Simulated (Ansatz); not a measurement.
# What Be4Bi2O (built on the sites of a database entry of Ca4Bi2O) distorts into, part 2 of 2

Wanted: the energy along a soft mode of Be4Bi2O (built on the sites of a database entry of Ca4Bi2O) and the structure at the end.

Ansatz 0.2.0; DFT PBEsol, scalar-relativistic, plane waves, PAW.

So far, highest frequency on the path or at a solved wavevector (cm⁻¹): step 2 (response at finite wavevector) 957. Also lowest frequency on the path (cm⁻¹): step 2 -443.

The structure was built from a prototype and need not be the compound's stable phase.

## (4) The mode frozen in, largest atomic shift 0.32 Å

The atoms are moved along the unstable eigenvector, the largest shift by 0.32 Å, with the cell fixed.

Contents of input.yaml:

```yaml
crystal:
  lattice:
    - [0.0, -4.1514993781, 0.0]
    - [-4.1514993781, 0.0, 0.0]
    - [0.0, 0.0, -11.9653715001]
  atoms:
    - { symbol: Be, position: [0.4801576491, 0.5071932964, 0.1300777574] }
    - { symbol: Be, position: [1.0198423509, 0.9928067036, 0.6300777574] }
    - { symbol: Be, position: [0.4970979191, 0.0279408347, 0.0] }
    - { symbol: Be, position: [0.0029020809, 0.4720591653, 0.5] }
    - { symbol: Be, position: [0.4801576491, 0.5071932964, 0.8699222426] }
    - { symbol: Be, position: [1.0198423509, 0.9928067036, 0.3699222426] }
    - { symbol: Be, position: [-0.0770734047, 0.5010520693, 0.0] }
    - { symbol: Be, position: [0.5770734047, -0.0010520693, 0.5] }
    - { symbol: Bi, position: [0.0004716552, -0.0001709856, 0.8476476792] }
    - { symbol: Bi, position: [0.4995283448, 0.5001709856, 0.3476476792] }
    - { symbol: Bi, position: [0.4995283448, 0.5001709856, 0.6523523208] }
    - { symbol: Bi, position: [1.0004716552, 0.9998290144, 0.1523523208] }
    - { symbol: O, position: [0.5506287781, 0.4816459344, 0.0] }
    - { symbol: O, position: [0.9493712219, 1.0183540656, 0.5] }
kpoints:
  mp_grid: { grid: [8, 8, 4] }
hamiltonian:
  xc: pbesol
scf:
  occupations: { method: methfessel_paxton, width: 0.2 }
output:
  forces: true
  stress: true
  eigenvalues: true
  write_density: true
  write_potential: true
  elf: true
  volumetric_format: npy
```

Run with:

```
> ansatz run input.yaml --threads 8 --pin off --max-ram 14336MiB --backend cpu --events-out ev --progress --plain --runs-dir out
```

Numbers of over 12 decimals in the logs are rounded to 6 here.

The program printed:

```text
[...]
Crystal: 14 atoms, lattice volume = 206.223 Å³
Basis set: ecut = 420 eV, 4007 PW (Γ), exchange–correlation on 60×60×160 points (8 copies of the dense FFT grid, shifted against one another)
Bands: 58, of which v1, the nominal top of the filled ones, is band 44 counted from 1 (43 counted from 0)
Symmetry: 4 space group operations
[...]
k-points: 102 of 256
[...]
k-point 0: bands = [... 40 lower, 9.4684, 10.0784, 10.1896, 10.3156, 10.6115, 10.7020, 10.7617, 11.4852, ... 10 higher]
  k-point 1: bands = [... 40 lower, 9.5691, 10.0846, 10.1046, 10.2518, 10.7149, 10.7645, 11.0760, 11.6192, ... 10 higher]
  k-point 2: bands = [... 40 lower, 9.8171, 9.8171, 10.1696, 10.1696, 10.7450, 10.7450, 11.8118, 11.8118, ... 10 higher]
  k-point 101: bands = [... 40 lower, 7.7561, 7.7561, 8.2028, 8.2028, 11.6218, 11.6218, 11.9040, 11.9040, ... 10 higher]
[key lines of the parts left out:]
SCF converged after 7 iterations
Free energy (F): -50809.078702 eV
Fermi energy:    10.867738 eV
P = ⅓ Tr σ = 1.8956 GPa (18.956 kbar)
```

It took 12 s on 8 threads of AMD EPYC 7R43, shared host; peak memory 1.4 GiB.

Numbers from this step:

```
pressure                         : 1.896 GPa
energy from the undistorted cell : -45.48 meV/atom
```

The energy, extrapolated to zero smearing, is -45.48 meV/atom against the undistorted cell.

The run ends at a pressure of 1.90 GPa, with forces up to 1.0 eV/Å.

## (5) Energy along the mode, all amplitudes (two of the runs are shown above)

An imaginary frequency means negative curvature, so the energy should fall and then rise again as anharmonic terms take over.

This step gave:

| Property | Result |
| --- | --- |
| depth at the lowest point sampled | 45.48 meV/atom |
| largest atomic shift at that point | 0.32 Å |

The energy from the parent by largest atomic shift:

| largest atomic shift (Å) | energy from the parent (meV/atom) |
| --- | --- |
| 0.000 | 0 |
| 0.040 | -1.59 |
| 0.080 | -6.21 |
| 0.140 | -17.6 |
| 0.220 | -36.1 |
| 0.320 | -45.5 |
| 0.450 | 43.3 |

Displacement at unit largest shift by atom:

| atom | x (Å) | y (Å) | z (Å) | size |
| --- | --- | --- | --- | --- |
| Be1 | -0.09 | 0.26 | 0.00 | 0.27 |
| Be2 | 0.09 | -0.26 | 0.00 | 0.27 |
| Be3 | -0.36 | 0.04 | 0.00 | 0.36 |
| Be4 | 0.36 | -0.04 | 0.00 | 0.36 |
| Be5 | -0.09 | 0.26 | 0.00 | 0.27 |
| Be6 | 0.09 | -0.26 | 0.00 | 0.27 |
| Be7 | -0.01 | 1.00 | 0.00 | 1.00 |
| Be8 | 0.01 | -1.00 | 0.00 | 1.00 |
| Bi9 | 0.00 | -0.01 | 0.00 | 0.01 |
| Bi10 | 0.00 | 0.01 | 0.00 | 0.01 |
| Bi11 | 0.00 | 0.01 | 0.00 | 0.01 |
| Bi12 | 0.00 | -0.01 | 0.00 | 0.01 |
| O13 | 0.24 | -0.66 | 0.00 | 0.70 |
| O14 | -0.24 | 0.66 | 0.00 | 0.70 |

The lowest of the steps tried is at 0.32 Å, 45.5 meV/atom below the parent; the bottom of the well need not coincide with a step.

## (6) Relaxation from the frozen mode

Starting from the lowest point found, all atoms and the cell are let go, so that strain and other modes of the same symmetry can join in.

input.yaml: that of step 4 with these lines changed.

```diff
@@ -30,5 +30,6 @@
   eigenvalues: true
-  write_density: true
-  write_potential: true
-  elf: true
-  volumetric_format: npy
+relax:
+  adjacent_minimum: "off"
+  f_tol: 0.002
+  max_steps: 120
+  cell: { stress_tol: 0.03 }
```

The program printed:

```text
[...]
Crystal: 14 atoms, lattice volume = 206.223 Å³
Basis set: ecut = 420 eV, 4007 PW (Γ), exchange–correlation on 60×60×160 points (8 copies of the dense FFT grid, shifted against one another)
Bands: 58, of which v1, the nominal top of the filled ones, is band 44 counted from 1 (43 counted from 0)
Symmetry: 4 space group operations
[...]
k-points: 102 of 256
[...]
SCF iter   1: F=—  HF=-50809.126572 eV  |F-HF|=—  |Δ(HF+E_count)|=         —  Δρ=8.36e-3  dr2=1.69e-1  ethr=1.77e-3  ⟨swp⟩=11.3  Hψ=34798  notcnv=0
[...]
SCF iter   7: F=-50809.078702 eV  HF=-50809.078702 eV  |F-HF|=1.28e-8  |Δ(HF+E_count)|=   1.48e-7  S|Δr|=    0.00e0  Δρ=3.82e-6  dr2=3.88e-8  ethr=1.14e-10  ⟨swp⟩=11.5  Hψ=29679  notcnv=0
SCF 1 converged in 7 iterations: F = -50809.078702 eV  dr2 = 3.88e-8
[...]
relax step   1: F+E_penalty+E_count = -50809.07870218 eV  Δ(F+E_penalty+E_count) = +0.000e0 eV  max|allowed force component| = 9.242e-1 eV/Å  Δτ_max = 0.0000 Å  P = +1.896 GPa  Ω = 206.223 Å³  (7 SCF iters, dr2 threshold 1.00e-7 eV, accepted)
Crystal: 14 atoms, lattice volume = 217.009 Å³
Basis set: ecut = 420 eV, 4227 PW (Γ), exchange–correlation on 60×60×160 points (8 copies of the dense FFT grid, shifted against one another)
[...]
SCF iter   7: F=-50809.491869 eV  HF=-50809.491869 eV  |F-HF|=1.97e-7  |Δ(HF+E_count)|=   1.93e-7  S|Δr|=    0.00e0  Δρ=1.14e-5  dr2=5.42e-7  ethr=1.59e-9  ⟨swp⟩=8.5  Hψ=28287  notcnv=0
SCF 2 converged in 7 iterations: F = -50809.491869 eV  dr2 = 5.42e-7
[...]
relax step   2: F+E_penalty+E_count = -50809.49186854 eV  Δ(F+E_penalty+E_count) = -4.132e-1 eV  max|allowed force component| = 1.135e0 eV/Å  Δτ_max = 0.1938 Å  P = -0.503 GPa  Ω = 217.009 Å³  energy of the carried Pulay correction = -9.322e-3 eV  (7 SCF iters, dr2 threshold 1.40e-6 eV, accepted)
Crystal: 14 atoms, lattice volume = 218.752 Å³
Basis set: ecut = 420 eV, 4277 PW (Γ), exchange–correlation on 60×60×160 points (8 copies of the dense FFT grid, shifted against one another)
[...]
SCF iter   6: F=-50809.926039 eV  HF=-50809.926039 eV  |F-HF|=5.13e-7  |Δ(HF+E_count)|=   3.41e-6  S|Δr|=    0.00e0  Δρ=1.54e-5  dr2=1.08e-6  ethr=1.59e-9  ⟨swp⟩=6.5  Hψ=29006  notcnv=0
SCF 3 converged in 6 iterations: F = -50809.926039 eV  dr2 = 1.08e-6
relax step   3: F+E_penalty+E_count = -50809.92603879 eV  Δ(F+E_penalty+E_count) = -4.342e-1 eV  max|allowed force component| = 1.196e0 eV/Å  Δτ_max = 0.1937 Å  P = -0.791 GPa  Ω = 218.752 Å³  energy of the carried Pulay correction = -1.078e-2 eV  (6 SCF iters, dr2 threshold 1.40e-6 eV, accepted)
[... from here on, the SCF cycles and remarks between the steps are left out ...]
relax step   4: F+E_penalty+E_count = -50810.68371512 eV  Δ(F+E_penalty+E_count) = -7.577e-1 eV  max|allowed force component| = 1.027e0 eV/Å  Δτ_max = 0.1963 Å  P = -1.576 GPa  Ω = 219.421 Å³  energy of the carried Pulay correction = -1.134e-2 eV  (6 SCF iters, dr2 threshold 1.40e-6 eV, accepted)
relax step   5: F+E_penalty+E_count = -50811.54923851 eV  Δ(F+E_penalty+E_count) = -8.655e-1 eV  max|allowed force component| = 3.986e-1 eV/Å  Δτ_max = 0.2000 Å  P = +1.267 GPa  Ω = 213.920 Å³  energy of the carried Pulay correction = -6.701e-3 eV  (7 SCF iters, dr2 threshold 1.40e-6 eV, accepted)
relax step   6: F+E_penalty+E_count = -50811.52877886 eV  Δ(F+E_penalty+E_count) = +2.046e-2 eV  max|allowed force component| = 1.301e0 eV/Å  Δτ_max = 0.1930 Å  P = -0.015 GPa  Ω = 216.293 Å³  energy of the carried Pulay correction = -8.718e-3 eV  (7 SCF iters, dr2 threshold 1.40e-6 eV, rejected (line search))
relax step   7: F+E_penalty+E_count = -50811.71850335 eV  Δ(F+E_penalty+E_count) = -1.693e-1 eV  max|allowed force component| = 2.783e-1 eV/Å  Δτ_max = 0.0942 Å  P = +0.116 GPa  Ω = 216.423 Å³  energy of the carried Pulay correction = -8.828e-3 eV  (11 SCF iters, accepted)
relax step   8: F+E_penalty+E_count = -50811.83304388 eV  Δ(F+E_penalty+E_count) = -1.145e-1 eV  max|allowed force component| = 2.368e-1 eV/Å  Δτ_max = 0.0976 Å  P = -0.267 GPa  Ω = 217.660 Å³  energy of the carried Pulay correction = -9.870e-3 eV  (6 SCF iters, dr2 threshold 1.40e-6 eV, accepted)
relax step   9: F+E_penalty+E_count = -50811.92405957 eV  Δ(F+E_penalty+E_count) = -9.102e-2 eV  max|allowed force component| = 1.354e-1 eV/Å  Δτ_max = 0.1500 Å  P = +0.225 GPa  Ω = 217.535 Å³  energy of the carried Pulay correction = -9.765e-3 eV  (6 SCF iters, dr2 threshold 1.40e-6 eV, accepted)
relax step  10: F+E_penalty+E_count = -50811.92834918 eV  Δ(F+E_penalty+E_count) = -4.290e-3 eV  max|allowed force component| = 1.469e-1 eV/Å  Δτ_max = 0.1232 Å  P = -0.327 GPa  Ω = 218.258 Å³  energy of the carried Pulay correction = -1.037e-2 eV  (6 SCF iters, dr2 threshold 1.15e-6 eV, accepted)
relax step  11: F+E_penalty+E_count = -50811.92913678 eV  Δ(F+E_penalty+E_count) = -7.876e-4 eV  max|allowed force component| = 1.586e-1 eV/Å  Δτ_max = 0.1287 Å  P = -0.149 GPa  Ω = 217.943 Å³  energy of the carried Pulay correction = -1.011e-2 eV  (6 SCF iters, dr2 threshold 1.40e-6 eV, accepted)
relax step  12: F+E_penalty+E_count = -50811.94953687 eV  Δ(F+E_penalty+E_count) = -2.040e-2 eV  max|allowed force component| = 6.746e-2 eV/Å  Δτ_max = 0.0866 Å  P = -0.022 GPa  Ω = 217.963 Å³  energy of the carried Pulay correction = -1.012e-2 eV  (6 SCF iters, dr2 threshold 1.40e-6 eV, accepted)
relax step  13: F+E_penalty+E_count = -50811.94956543 eV  Δ(F+E_penalty+E_count) = -2.855e-5 eV  max|allowed force component| = 6.681e-2 eV/Å  Δτ_max = 0.0002 Å  P = -0.018 GPa  Ω = 217.950 Å³  energy of the carried Pulay correction = -1.011e-2 eV  (2 SCF iters, dr2 threshold 2.84e-7 eV, accepted)
relax step  14: F+E_penalty+E_count = -50811.94973259 eV  Δ(F+E_penalty+E_count) = -1.672e-4 eV  max|allowed force component| = 4.682e-2 eV/Å  Δτ_max = 0.0142 Å  P = +0.146 GPa  Ω = 217.499 Å³  energy of the carried Pulay correction = -9.735e-3 eV  (6 SCF iters, dr2 threshold 2.79e-7 eV, rejected (line search))
relax step  15: F+E_penalty+E_count = -50811.94993768 eV  Δ(F+E_penalty+E_count) = -3.723e-4 eV  max|allowed force component| = 4.357e-2 eV/Å  Δτ_max = 0.0070 Å  P = -0.073 GPa  Ω = 218.187 Å³  energy of the carried Pulay correction = -1.031e-2 eV  (9 SCF iters, accepted)
relax step  16: F+E_penalty+E_count = -50811.95076290 eV  Δ(F+E_penalty+E_count) = -8.252e-4 eV  max|allowed force component| = 6.732e-3 eV/Å  Δτ_max = 0.0052 Å  P = +0.026 GPa  Ω = 217.815 Å³  energy of the carried Pulay correction = -1.000e-2 eV  (5 SCF iters, dr2 threshold 1.19e-7 eV, accepted)
relax step  17: F+E_penalty+E_count = -50811.95073829 eV  Δ(F+E_penalty+E_count) = +2.461e-5 eV  max|allowed force component| = 1.307e-3 eV/Å  Δτ_max = 0.0019 Å  P = +0.002 GPa  Ω = 217.882 Å³  energy of the carried Pulay correction = -1.006e-2 eV  (6 SCF iters, dr2 threshold 2.98e-9 eV, accepted)
relax step  18: F+E_penalty+E_count = -50811.98681506 eV  Δ(F+E_penalty+E_count) = -3.608e-2 eV  max|allowed force component| = 9.582e-3 eV/Å  Δτ_max = 0.0000 Å  P = +0.229 GPa  Ω = 217.882 Å³  stress off target by 4.80e-1 GPa  SCF on the basis re-selected at this cell (its energy is not comparable with the rows above)  (7 SCF iters)
relax step  19: F+E_penalty+E_count = -50811.98750385 eV  Δ(F+E_penalty+E_count) = -6.888e-4 eV  max|allowed force component| = 1.243e-2 eV/Å  Δτ_max = 0.0068 Å  P = -0.001 GPa  Ω = 218.649 Å³  energy of the carried Pulay correction = -6.593e-4 eV  (5 SCF iters, dr2 threshold 5.75e-7 eV, accepted)
relax step  20: F+E_penalty+E_count = -50811.98773275 eV  Δ(F+E_penalty+E_count) = -2.289e-4 eV  max|allowed force component| = 7.866e-3 eV/Å  Δτ_max = 0.0024 Å  P = -0.012 GPa  Ω = 218.606 Å³  energy of the carried Pulay correction = -6.186e-4 eV  (6 SCF iters, dr2 threshold 2.13e-8 eV, accepted)
relax step  21: F+E_penalty+E_count = -50811.98777754 eV  Δ(F+E_penalty+E_count) = -4.479e-5 eV  max|allowed force component| = 3.007e-3 eV/Å  Δτ_max = 0.0036 Å  P = -0.010 GPa  Ω = 218.573 Å³  energy of the carried Pulay correction = -5.902e-4 eV  (6 SCF iters, dr2 threshold 3.87e-9 eV, accepted)
relax step  22: F+E_penalty+E_count = -50811.98780686 eV  Δ(F+E_penalty+E_count) = -2.932e-5 eV  max|allowed force component| = 9.582e-4 eV/Å  Δτ_max = 0.0019 Å  P = -0.001 GPa  Ω = 218.554 Å³  energy of the carried Pulay correction = -5.736e-4 eV  (6 SCF iters, dr2 threshold 5.65e-10 eV, accepted)
[...]
SCF iter   5: F=-50811.988361 eV  HF=-50811.988361 eV  |F-HF|=5.09e-11  |Δ(HF+E_count)|=  1.46e-11  S|Δr|=    0.00e0  Δρ=1.78e-7  dr2=2.86e-11  ethr=1.00e-12  ⟨swp⟩=7.6  Hψ=26204  notcnv=0
SCF 23 converged in 5 iterations: F = -50811.988361 eV  dr2 = 2.86e-11
relax step  23: F+E_penalty+E_count = -50811.98836143 eV  Δ(F+E_penalty+E_count) = -5.546e-4 eV  max|allowed force component| = 8.088e-4 eV/Å  Δτ_max = 0.0000 Å  P = -0.001 GPa  Ω = 218.554 Å³  stress off target by 5.58e-3 GPa  SCF on the basis re-selected at this cell (its energy is not comparable with the rows above)  (5 SCF iters)
[...]
SCF converged after 5 iterations
[...]
Free energy (F): -50811.988361 eV
[...]
Internal energy: -50811.991701 eV  (E = F + TS)
E sigma→0 (E₀):  -50811.989196 eV
Entropy (-TS):   0.003339 eV (0.239 meV/atom)
Fermi energy:    9.339279 eV
[...]
--- Forces (eV/Å), atoms counted from 1 ---
  atom   1  Be    -0.00024683     0.00006176     0.00028139
  atom   2  Be     0.00024683    -0.00006176     0.00028139
  atom   3  Be    -0.00080877    -0.00028351     0.00000000
  atom   4  Be     0.00080877     0.00028351     0.00000000
  atom   5  Be    -0.00024683     0.00006176    -0.00028139
  atom   6  Be     0.00024683    -0.00006176    -0.00028139
  atom   7  Be     0.00072360     0.00027498     0.00000000
  atom   8  Be    -0.00072360    -0.00027498     0.00000000
  atom   9  Bi    -0.00001412    -0.00011941    -0.00023697
  atom  10  Bi     0.00001412     0.00011941    -0.00023697
  atom  11  Bi     0.00001412     0.00011941     0.00023697
  atom  12  Bi    -0.00001412    -0.00011941     0.00023697
  atom  13  O      0.00030225    -0.00017997     0.00000000
  atom  14  O     -0.00030225     0.00017997     0.00000000
  max |Σ_I F_I| component: 1.08e-19 eV/Å
--- Stress (GPa, compression-positive) ---
        0.005212      -0.001737       0.000000
       -0.001725      -0.002447       0.000000
        0.000000       0.000000      -0.005071
  P = ⅓ Tr σ = -0.0008 GPa (-0.008 kbar)
--- Band table (eV; the first three rows and the last of 102) ---
  k-point 0: bands = [... 40 lower, 7.9939, 8.0582, 8.4994, 8.8063, 9.1271, 10.3209, 10.4572, 10.6017, ... 10 higher]
  k-point 1: bands = [... 40 lower, 8.0353, 8.1257, 8.2445, 8.6875, 9.3162, 10.3427, 10.4051, 10.6970, ... 10 higher]
  k-point 2: bands = [... 40 lower, 8.0198, 8.0198, 8.4165, 8.4165, 9.7980, 9.7980, 10.5684, 10.5684, ... 10 higher]
  k-point 101: bands = [... 40 lower, 6.9750, 6.9750, 7.8512, 7.8512, 10.7330, 10.7330, 11.2643, 11.2643, ... 10 higher]
--- Relaxed structure (21 steps of the walk, 19 accepted, 2 SCFs on fresh bases) ---
  F+E_penalty+E_count = -50811.98836143 eV   max|allowed force component| = 8.088e-4 eV/Å   (the final SCF, on the basis selected at the relaxed cell)
  cell:  # Å, volume = 218.5542 Å³
    - [-0.00499339, -4.315129, 0.0]
    - [-4.559404, -0.00499339, 0.0]
    - [0.0, 0.0, -11.108561]
  atoms:
    - { symbol: Be, position: [0.275818, 0.514910, 0.104452] }
    - { symbol: Be, position: [1.224182, 0.985090, 0.604452] }
    - { symbol: Be, position: [0.514603, 0.110273, -1.226493538841803e-19] }
    - { symbol: Be, position: [-0.014603, 0.389727, 0.500000] }
    - { symbol: Be, position: [0.275818, 0.514910, 0.895548] }
    - { symbol: Be, position: [1.224182, 0.985090, 0.395548] }
    - { symbol: Be, position: [-0.167254, 0.656647, -1.226493538841803e-19] }
    - { symbol: Be, position: [0.667254, -0.156647, 0.500000] }
    - { symbol: Bi, position: [0.014730, 0.013531, 0.832565] }
    - { symbol: Bi, position: [0.485270, 0.486469, 0.332565] }
    - { symbol: Bi, position: [0.485270, 0.486469, 0.667435] }
    - { symbol: Bi, position: [1.014730, 1.013531, 0.167435] }
    - { symbol: O, position: [0.529150, 0.462422, -1.226493538841803e-19] }
    - { symbol: O, position: [0.970850, 1.037578, 0.500000] }
```

The job ended after 3.3 min (8 threads; peak memory 1.6 GiB; 25 min of CPU time).

Relaxation path (22 of 23):

```csv
step,energy less that of the first step (eV),largest force component (eV/Å),pressure (GPa),volume (Å³)
1,0.0000,0.9242,1.90,206.22
2,-0.4132,1.1350,-0.50,217.01
3,-0.8473,1.1961,-0.79,218.75
4,-1.6050,1.0273,-1.58,219.42
5,-2.4705,0.3986,1.27,213.92
6,-2.4501,1.3012,-0.01,216.29
7,-2.6398,0.2783,0.12,216.42
8,-2.7543,0.2368,-0.27,217.66
9,-2.8454,0.1354,0.23,217.54
10,-2.8496,0.1469,-0.33,218.26
11,-2.8504,0.1586,-0.15,217.94
13,-2.8709,0.0668,-0.02,217.95
14,-2.8710,0.0468,0.15,217.50
15,-2.8712,0.0436,-0.07,218.19
16,-2.8721,0.0067,0.03,217.82
17,-2.8720,0.0013,0.00,217.88
18*,-2.9081,0.0096,0.23,217.88
19,-2.9088,0.0124,0.00,218.65
20,-2.9090,0.0079,-0.01,218.61
21,-2.9091,0.0030,-0.01,218.57
22,-2.9091,0.0010,0.00,218.55
23*,-2.9097,0.0008,0.00,218.55
```

Relaxation steps marked * repeat the geometry before them on a plane-wave basis chosen anew for their cell, so energy and pressure can jump there. Other such steps can lie between the rows shown. Relaxation steps 6, 14 were tried and not accepted.

The run keeps the 4 symmetry operations that it works with, so distortions that break them were not tested.

```csv
cell as run,before,after,change
a (Å),4.151,4.315,+3.9 %
b (Å),4.151,4.559,+9.8 %
c (Å),11.965,11.109,-7.2 %
γ (°),90.00,89.87,-0.1 %
volume (Å³/atom),14.73,15.61,+6.0 %
```

The atoms that moved most (Å, as changes of fractional coordinates times the final cell):

```
atom      dx      dy      dz  length
 Be1  -0.034   0.882   0.285   0.927
 Be5  -0.034   0.882  -0.285   0.927
 Be2   0.034  -0.882   0.285   0.927
 Be6   0.034  -0.882  -0.285   0.927
 Be8   0.709  -0.388   0.000   0.808
 Be7  -0.709   0.388   0.000   0.808
 Be3  -0.375  -0.076   0.000   0.383
 Be4   0.375   0.076   0.000   0.383
```

The relaxed structure:

```cif
data_structure
_symmetry_space_group_name_H-M 'P 1'
_symmetry_Int_Tables_number 1
_cell_length_a 4.3151
_cell_length_b 4.5594
_cell_length_c 11.1086
_cell_angle_alpha 90.000
_cell_angle_beta 90.000
_cell_angle_gamma 89.871
_cell_volume 218.55
loop_
_atom_site_label
_atom_site_type_symbol
_atom_site_fract_x
_atom_site_fract_y
_atom_site_fract_z
_atom_site_occupancy
Be1 Be 0.27582 0.51491 0.10445 1
Be2 Be 0.22418 0.98509 0.60445 1
Be3 Be 0.51460 0.11027 0.00000 1
Be4 Be 0.98540 0.38973 0.50000 1
Be5 Be 0.27582 0.51491 0.89555 1
Be6 Be 0.22418 0.98509 0.39555 1
Be7 Be 0.83275 0.65665 0.00000 1
Be8 Be 0.66725 0.84335 0.50000 1
Bi9 Bi 0.01473 0.01353 0.83257 1
Bi10 Bi 0.48527 0.48647 0.33257 1
Bi11 Bi 0.48527 0.48647 0.66743 1
Bi12 Bi 0.01473 0.01353 0.16743 1
O13 O 0.52915 0.46242 0.00000 1
O14 O 0.97085 0.03758 0.50000 1
```

Numbers from this step:

```yaml
pressure: -7.69e-4 GPa
volume_per_atom: 15.61 Å³
```

The distorted start has space group P2_1/m; the relaxation ends in P2_1/m.

## (7) Summary of results

```json
{
  "unstable mode of the parent": "q = (-0.5, -0.5, -0.5), 443i cm⁻¹",
  "depth at the lowest point sampled": "45.5 meV/atom",
  "largest atomic shift at that point": "0.32 Å",
  "space group reached (within 0.01 Å)": "P2_1/m",
  "energy gained over the parent (first relaxation, on the mesh of the frozen mode)": "253 meV/atom",
  "volume per atom, phase reached": "15.6 Å³"
}
```

In words: Along this mode the structure falls into P2_1/m, 253 meV/atom below the parent. At the parent's cell the well is 45.48 meV/atom deep on the steps tried, with its lowest point at a shift of 0.32 Å. Relaxing atoms and cell changes the gain by +207.79 meV/atom against the lowest step (energies at zero smearing). Most of the total comes from this relaxation. The modes of the phase reached were not computed on this path. Of the 5 patterns followed to their end from this parent, this one reaches the lowest energy. Each path keeps the symmetry of its pattern, so a lower phase may lie along a pattern not tried. The q mesh stands for a supercell only 8.3 Å across, so branches between the solved wavevectors are rough. With no gap, or one that is small against the smearing, the frequencies hang on the k mesh and the smearing, most of all near Kohn anomalies. Spin-orbit coupling is left out, which can matter for the heavy elements here. A phonon run warned that its eigensolver left some bands unconverged in a pass. The starting cell was built on a prototype and not taken from a measurement, so the phase need not exist.

[Logs are printed without paths, hosts, clocks, repeated set-up lines and the standing remarks that a program may print on its own settings, such as how far it seeks lower states.]

[Hosts, paths, dates, database ids (printed as entryN), source tags and the programs' standing remarks are cut or masked in the printed files.]
